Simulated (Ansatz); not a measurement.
# What (SiC)1(MgO)3 [0001] superlattice, started as wurtzite distorts into, part 3 of 3

Aim: this structure of (SiC)1(MgO)3 [0001] superlattice, started as wurtzite is to be tested for unstable modes, and one is followed downhill.

Ansatz 0.2.0; DFT PBEsol, scalar-relativistic, plane waves, PAW.

So far. Step 5 (Energy along the mode, all amplitudes (two of the runs …): The lowest of the steps tried is at 0.22 Å, 20.0 meV/atom below the parent; the bottom of the well need not coincide with a step. Step 7 (The new phase in its own primitive cell): The largest force component left is 0.53 meV/Å and the pressure is 0.000 GPa, within the tolerances set. The cell now holds 12.89 Å³/atom.

The structure was built from a prototype and need not be the compound's stable phase.

### 8. Modes of the new phase, k-mesh 10×10×4

A relaxed structure may still be a saddle point, so its zone-centre modes are computed. No field response is asked.

Input file input.yaml:

```yaml
crystal:
  lattice:
    - [2.8837162934, -1.7411719238, -0.0002643508]
    - [2.8837162934, 1.7411719238, -0.0002643508]
    - [-0.3944971385, 0.0, 10.2693450022]
  atoms:
    - { symbol: C, position: [0.3421981978, 0.3421981978, 0.8136851037] }
    - { symbol: Mg, position: [0.6822684864, 0.6822684864, 0.7433921632] }
    - { symbol: Mg, position: [0.319375134, 0.319375134, 0.5076450906] }
    - { symbol: Mg, position: [0.6416486148, 0.6416486148, 0.2736767651] }
    - { symbol: O, position: [0.6622532726, 0.6622532726, 0.5480011562] }
    - { symbol: O, position: [0.3047850248, 0.3047850248, 0.3140227836] }
    - { symbol: O, position: [0.6270993686, 0.6270993686, 0.0752822634] }
    - { symbol: Si, position: [0.4054013581, 0.4054013581, 0.9742946743] }
kpoints:
  mp_grid: { grid: [10, 10, 4] }
hamiltonian:
  xc: pbesol
scf:
  occupations: { method: methfessel_paxton, width: 0.2 }
output:
  eigenvalues: true
phonons:
  method: dfpt
```

The run is started by

```bash
$ ansatz run input.yaml --threads 4 --pin off --max-ram 14336MiB --backend cpu --events-out ev --progress --plain --runs-dir out
```

Numbers of over 12 decimals in the logs are rounded to 6 here.

Log:

```text
zone centre: on kpoints.mp_grid the ground state, and the responses unless they are solved on pairs of k-points, stand on 117 of the mesh's 400 k-points, reduced under 2 symmetry operations, with k and −k counted as one. Each operation leaves every solved displacement unchanged or reverses it
[...]
Crystal: 8 atoms, lattice volume = 103.125 Å³
Basis set: ecut = 420 eV, 2009 PW (Γ), exchange–correlation on 48×48×144 points (8 copies of the dense FFT grid, shifted against one another)
Bands: 36, of which v1, the nominal top of the filled ones, is band 28 counted from 1 (27 counted from 0)
Symmetry: 2 space group operations
k-points: 117 of 400 (time reversal used)
[...]
SCF iter   1: F=—  HF=-8290.825034 eV  |F-HF|=—  |Δ(HF+E_count)|=         —  Δρ=1.48e-2  dr2=4.27e-1  ethr=1.77e-3  ⟨swp⟩=6.9  Hψ=18888  notcnv=0
[...]
SCF iter  14: F=-8290.729483 eV  HF=-8290.729483 eV  |F-HF|=0.00e0  |Δ(HF+E_count)|=    0.00e0  S|Δr|=    0.00e0  Δρ=6.41e-8  dr2=5.39e-12  ethr=1.00e-12  ⟨swp⟩=12.9  Hψ=21163  notcnv=0
SCF 1 converged in 14 iterations: F = -8290.729483 eV  dr2 = 5.39e-12
[...]
SCF converged after 14 iterations
[...]
Free energy (F): -8290.729483 eV
[...]
Internal energy: -8290.732314 eV  (E = F + TS)
E sigma→0 (E₀):  -8290.730190 eV
Entropy (-TS):   0.002831 eV (0.354 meV/atom)
Fermi energy:    6.719583 eV
[...]
--- Band table (eV; the first three rows and the last of 117) ---
  k-point 0: bands = [... 24 lower, 3.8616, 4.1828, 5.5557, 6.6100, 7.0906, 8.9191, 10.5745, 11.4387, ... 4 higher]
  k-point 1: bands = [... 24 lower, 3.8583, 3.8863, 5.7293, 6.6100, 7.1293, 8.7468, 10.7203, 11.4571, ... 4 higher]
  k-point 2: bands = [... 24 lower, 3.7114, 3.8622, 5.8717, 6.6101, 7.1802, 8.5781, 10.8509, 11.4831, ... 4 higher]
  k-point 116: bands = [... 24 lower, 3.4933, 3.7882, 3.9278, 5.8181, 8.6640, 9.3181, 11.1009, 11.6682, ... 4 higher]
[...]
ASR residual: 2.974e-4 → 0.000e0 eV/Å²; symmetrization residual: 3.409e-6 eV/Å²
[...]
```

Elapsed: 2.4 min, on 4 threads of Intel Xeon Platinum 8488C (Sapphire Rapids), shared host; peak memory 1.6 GiB; 9 min of CPU time.

This step gave:

- sum-rule residual before enforcement: 2.97e-4 eV/Å²
- point group: m
- highest optical mode at the zone centre (no LO-TO term): 1104 cm⁻¹
- lowest optical zone-centre mode: -56.01 cm⁻¹

Patterns of degenerate modes are one choice out of their space. The modes at Γ (shares of kinetic energy by element, %) (negative means imaginary):

| mode | frequency (cm⁻¹) | symmetry | C % | Mg % | O % | Si % |
| --- | --- | --- | --- | --- | --- | --- |
| 1 | -56.0 | A'' | 0 | 2 | 43 | 55 |
| 2 | 0.0 | acoustic | 7 | 45 | 30 | 17 |
| 3 | 0.0 | acoustic | 7 | 45 | 30 | 17 |
| 4 | 0.0 | acoustic | 7 | 45 | 30 | 17 |
| 5 | 94.5 | A'' | 6 | 20 | 47 | 28 |
| 6 | 104.8 | A' | 2 | 28 | 23 | 47 |
| 7 | 127.1 | A'' | 16 | 61 | 23 | 0 |
| 8 | 143.4 | A' | 15 | 56 | 15 | 14 |
| 9 | 173.4 | A' | 6 | 46 | 31 | 17 |
| 10 | 191.7 | A'' | 5 | 65 | 30 | 0 |
| 11 | 196.6 | A' | 9 | 39 | 37 | 14 |
| 12 | 257.4 | A' | 4 | 42 | 44 | 11 |
| 13 | 304.0 | A' | 0 | 48 | 48 | 4 |
| 14 | 397.9 | A' | 2 | 74 | 18 | 7 |
| 15 | 472.0 | A' | 0 | 37 | 63 | 0 |
| 16 | 475.0 | A' | 0 | 38 | 62 | 0 |
| 17 | 477.6 | A'' | 0 | 36 | 64 | 0 |
| 18 | 483.0 | A'' | 0 | 37 | 63 | 0 |
| 19 | 506.7 | A' | 14 | 40 | 44 | 2 |
| 20 | 520.8 | A' | 52 | 33 | 14 | 0 |
| 21 | 556.6 | A' | 2 | 27 | 71 | 0 |
| 22 | 569.8 | A'' | 66 | 34 | 0 | 0 |
| 23 | 858.5 | A' | 28 | 1 | 61 | 10 |
| 24 | 1103.5 | A' | 51 | 0 | 9 | 39 |

Displacements in mode 1 (-56.0 cm⁻¹), the largest set to 1:
```
C1   0.00 -0.01  0.00
Mg2  0.00  0.02  0.00
Mg3  0.00 -0.04  0.00
Mg4  0.00 -0.18  0.00
O5   0.00 -0.03  0.00
O6   0.00 -0.16  0.00
O7   0.00 -1.00  0.00
Si8  0.00  0.86  0.00
```

Displacements in mode 16 (475.0 cm⁻¹), the largest set to 1:
```
C1  -0.03  0.00  0.01
Mg2  0.01  0.00  0.03
Mg3 -0.19  0.00 -0.03
Mg4 -0.62  0.00  0.00
O5   0.23  0.00 -0.03
O6   1.00  0.00  0.03
O7   0.00  0.00  0.00
Si8  0.00  0.00 -0.01
```

Before it was imposed, the acoustic sum rule was missed by 3.0e-4 eV/Å². Small misses are needed for a sound result but don't prove that mesh and cutoff are converged. The lowest optical mode is imaginary, 56.0i cm⁻¹, so the energy falls along it.

### 9. What came out

| Property | Result |
| --- | --- |
| unstable mode of the parent | q = (0, 0, 0), 307i cm⁻¹ |
| depth at the lowest point sampled | 20.0 meV/atom |
| largest atomic shift at that point | 0.22 Å |
| space group reached (within 0.01 Å) | Cm |
| energy gained over the parent (first relaxation, on the mesh of the frozen mode) | 47.8 meV/atom |
| volume per atom, phase reached | 12.9 Å³ |
| gap on the k-mesh, phase reached | 0.189 eV |
| lowest optical zone-centre mode, phase reached | -56.0 cm⁻¹ |
| highest optical mode at the zone centre (no LO-TO term), phase reached | 1104 cm⁻¹ |

In words: Along this mode the structure falls into Cm, 47.8 meV/atom below the parent. At the parent's cell the well is 19.98 meV/atom deep on the steps tried, with its lowest point at a shift of 0.22 Å. Relaxing atoms and cell changes the gain by +27.87 meV/atom against the lowest step (energies at zero smearing). The new phase still has an imaginary mode at the zone centre of its cell, so it is a saddle point on the way to a lower structure. Of the 2 patterns followed to their end from this parent, this one ends 25.9 meV/atom above the lowest, Cm. Each path keeps the symmetry of its pattern, so a lower phase may lie along a pattern not tried. With no gap, or one that is small against the smearing, the frequencies hang on the k mesh and the smearing, most of all near Kohn anomalies. The starting cell was built on a prototype and not taken from a measurement, so the phase need not exist.

[Logs are printed without paths, hosts, clocks, repeated set-up lines and the standing remarks that a program may print on its own settings, such as how far it seeks lower states.]

[Hosts, paths, dates, database ids (printed as entryN), source tags and the programs' standing remarks are cut or masked in the printed files.]
